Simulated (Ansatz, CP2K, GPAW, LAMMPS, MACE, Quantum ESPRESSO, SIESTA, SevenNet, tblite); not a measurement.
# Amorphous Si0.9Ge0.1 (94 atoms) in GPAW, part 2 of 2

Aim: run amorphous Si0.9Ge0.1 (94 atoms) in GPAW and see how near its forces come to a plane-wave reference, and at what cost.

Program: GPAW 26.7.0; the method stands at each step. Banners, paths, timers and routine set-up lines are dropped from the logs unmarked, and long logs keep their key lines alone; longer cuts are marked.

So far. Step 3 (PBE, LCAO dzp, h 0.2 Å, other mixer settings): Against the first run (7.2 %), the force difference from the reference is 7.2 %, at 1.5 times the CPU time (on 2 against 1 cores) (26 SCF steps against 17): another solver or mixer reaches the same state. Step 4 (PBE, LCAO szp(dzp), h 0.2 Å): Against the first run (7.2 %), the force difference from the reference is 20 %, at 0.77 times the CPU time, with 846 basis functions against 1222: the smaller basis costs accuracy.

### 5. RPBE, LCAO dzp, h 0.2 Å

Method: Kohn-Sham DFT, RPBE, PAW, atomic orbitals (dzp).

The input, run.py:

```python
import numpy as np
from ase.io import read
from gpaw import GPAW, FermiDirac

atoms = read("structure.xyz")
atoms.calc = GPAW(
    mode="lcao",
    basis="dzp",
    h=0.2,
    xc="RPBE",
    kpts={"size": (1, 1, 1), "gamma": True},
    occupations=FermiDirac(0.05),
    maxiter=200,
    symmetry={"point_group": False},
    txt="gpaw.txt",
)
energy = atoms.get_potential_energy(force_consistent=True)
forces = atoms.get_forces()
print(f"energy {energy:.6f} eV")
print("forces (eV/A)")
for i, (a, f) in enumerate(zip(atoms, forces)):
    print(f"{i:4d} {a.symbol:2s} {f[0]:10.5f} {f[1]:10.5f} {f[2]:10.5f}")
print(f"Fermi level {atoms.calc.get_fermi_level():.4f} eV")
for k in range(len(atoms.calc.get_ibz_k_points())):
    for s in range(atoms.calc.get_number_of_spins()):
        e = atoms.calc.get_eigenvalues(kpt=k, spin=s)
        n = np.searchsorted(e, atoms.calc.get_fermi_level())
        print(f"k {k} spin {s} levels about the Fermi level:", np.round(e[max(n - 6, 0):n], 4).tolist(), "|", np.round(e[n:n + 6], 4).tolist())
```

The input, structure.xyz:

```xyz
94
Lattice="12.40220 0.00000 0.00000 0.00000 12.40220 0.00000 0.00000 0.00000 12.40220" Properties=species:S:1:pos:R:3 pbc="T T T"
[... 94 atom lines left out: the same atoms as in the first run ...]
```

Started as:

```
OMP_NUM_THREADS=1 python run.py > output.txt
```

Output:

```text
energy -432.460674 eV
forces (eV/A)
   0 Si   -0.24171   -0.89015    0.25150
   1 Si    0.02308    0.28095    0.34738
   2 Si   -0.36343    0.70066   -2.07455
   3 Si    0.40131   -1.26595   -0.66016
   4 Si   -2.29309    0.22935    1.19001
   5 Si   -0.13552   -0.45025   -0.05975
   6 Si   -0.97467   -0.09240    1.36709
   7 Si   -0.37091    0.03339   -0.24559
   8 Si    0.96420    0.65457    1.44117
   9 Si    0.64205    0.06933   -1.42363
  10 Si    0.37239    0.24365    0.94528
  11 Si   -0.29216    0.16413   -0.12255
[...]
89 Ge   -1.06353    0.36390   -0.31621
  90 Ge    0.32017   -0.42026    0.90967
  91 Ge    1.02025    0.22114   -1.04414
  92 Ge   -0.53730   -0.30358   -0.29504
  93 Ge    2.12156    0.53714    0.91490
Fermi level 5.5581 eV
k 0 spin 0 levels about the Fermi level: [5.0216, 5.1703, 5.2818, 5.3997, 5.4862, 5.5174] | [5.5713, 5.6674, 5.8064, 5.9489, 6.0937, 6.2618]
```

gpaw.txt:

```text
Input parameters:
  mode=LCAO(),
  basis={'default': 'dzp'},
  h=0.2,
  kpts=MonkhorstPack(size=(1, 1, 1), gamma=True),
  maxiter=200,
  occupations=Occupations(name='fermi-dirac', width=0.05, fixmagmom=False),
  symmetry=Symmetry(point_group=False),
  xc=XC(name='RPBE')
[... lines left out ...]
  Fermi-Dirac:
[... lines left out ...]
convergence criteria:
- Maximum [total energy] change in last 3 cyles: 0.0005 eV / valence electron
[... lines left out ...]
Converged in 18 steps
[... lines left out ...]
  Free energy:    -432.460674
[... lines left out ...]
Fermi level: 5.558
[... lines left out ...]
|          0 |        -6.903 |     2.000 |
|        ... |               |           |
|        180 |         4.860 |     2.000 |
|        181 |         4.901 |     2.000 |
[...]
|        195 |         6.434 |     0.000 |
|        ... |               |           |
|        229 |         7.995 |     0.000 |
Gap: 0.054 eV
Transition (v -> c):
  (s=0, k=0, n=187, [0.00, 0.00, 0.00]) -> (s=0, k=0, n=188, [0.00, 0.00, 0.00])
No difference between direct/indirect transitions
Force computation time: 44.157  # s
timing:  # [seconds]
  Total:  385.245  # ━━━━━━━━━━━━━━━━━━━━━━━━━━━━━━━━━━━━━━━━━━━━━━━━━━━━━━━━
  Init:    10.770  # ━╸
  SCF:    330.289  # ━━━━━━━━━━━━━━━━━━━━━━━━━━━━━━━━━━━━━━━━━━━━━━━━
  Forces:  44.157  # ━━━━━━╸
```

It took 6.4 min on 1 thread of Arm Neoverse V2, shared host; peak memory 2.2 GiB.

Numbers from this run, and their distance from the reference:

```yaml
r_m_s_force_component: 0.8094 eV/Å
r_m_s_difference_of_force_components: 73.71 meV/Å
longest_difference_of_force_vectors: 359.4 meV/Å
force_difference_over_r_m_s_force: 9.787 %
slope_of_forces_against_the_reference_s: 1.073
correlation_of_force_components: 0.9981
```

Against the first run (7.2 %), the force difference from the reference is 9.8 %, at 1.1 times the CPU time; the model has changed, so this is no error of the program alone.

### 6. Side by side

Differences are against the plane-wave reference, forces as r.m.s. over components; share is that over the reference's r.m.s. force, slope the least-squares factor from reference forces to these. Total energies of different programs have different zeros and aren't compared.

```tsv
run	Δ force, r.m.s. (meV/Å)	share (%)	slope	cores	CPU time	memory (GiB)
reference	-	-	-	4	16 min	6.4
GPAW PBE, LCAO dzp, h 0.2 Å	54.0	7.17	1.050	1	6.1 min	2.2
GPAW PBE, LCAO dzp, h 0.2 Å, other mixer settings	54.1	7.18	1.050	2	9.4 min	2.3
GPAW PBE, LCAO szp(dzp), h 0.2 Å (coarse)	149	19.7	1.113	1	4.7 min	2.1
GPAW RPBE, LCAO dzp, h 0.2 Å	73.7	9.79	1.073	1	6.4 min	2.2
```

Rows marked coarse were listed beforehand as settings not expected to be converged; some can still land near the reference.

CPU time is summed over cores on a shared host, where runs went side by side, so it is rough. Symmetry, cutoffs, thresholds, outputs and thread counts weren't matched or tuned between programs; memory under MPI is the largest rank's times the ranks.

Within one program, basis, potentials and functional, energies share a zero. Each run against its twin at the usual cutoff or grid and solver:

```tsv
run	twin	Δ energy (meV/atom)	Δ force, r.m.s. (meV/Å)	CPU time over the twin's
GPAW PBE, LCAO dzp, h 0.2 Å, other mixer settings	LCAO dzp, h 0.2 Å	1.0e-4	1.51	1.5 (this twin ran on 1 cores)
```

### 7. Summary of results

| Property | Result |
| --- | --- |
| nearest in forces | a tie at 7.2 % of 2 runs: GPAW PBE, LCAO dzp, h 0.2 Å; GPAW PBE, LCAO dzp, h 0.2 Å, other mixer settings |

**Reading.** The PBE runs in local orbitals, coarse settings apart, differ by 7.2 % in each run; basis, grid and potentials can all enter. Rows with another functional or a dispersion term differ by 9.8 % (GPAW RPBE, LCAO dzp, h 0.2 Å), which mixes the change of model with differences of basis and potentials. Runs with settings chosen to be coarse differ by 20 % (GPAW PBE, LCAO szp(dzp), h 0.2 Å), their programs' other errors included. Of the electronic-structure runs that take under half the reference's CPU time, GPAW PBE, LCAO dzp, h 0.2 Å comes nearest, at 7.2 % in 6.1 min against 16 min. GPAW PBE, LCAO szp(dzp), h 0.2 Å stiffens the forces by a factor of 1.11 while following their directions (correlation 0.990); the slopes of the 4 GPAW runs lie between 1.05 and 1.11. The potentials hold different valence shells: 466 electrons in the reference, 376 in GPAW; this bears on time and differences. GPAW's setups keep the filled d shell of Ge in the core. The quench rate of 3 K/ps is many orders above laboratory rates, so the cell is likely richer in defects and strain than a real sample. The network of bonds at the start is that of the classical potential that made the cell, and needn't be the one that DFT or experiment would give. The electronic-structure runs sample only Γ, in a cell whose shortest periodic width is 12 Å, which is coarse for a cell with partly filled levels.

[Also dropped from logs without a mark: logging warnings of Python, and SIESTA's first energy breakdown and zero terms.]

[Logs are printed without paths, hosts, clocks, repeated set-up lines and the standing remarks that a program may print on its own settings, such as how far it seeks lower states.]

[Hosts, paths, dates, database ids (printed as entryN), source tags and the programs' standing remarks are cut or masked in the printed files.]
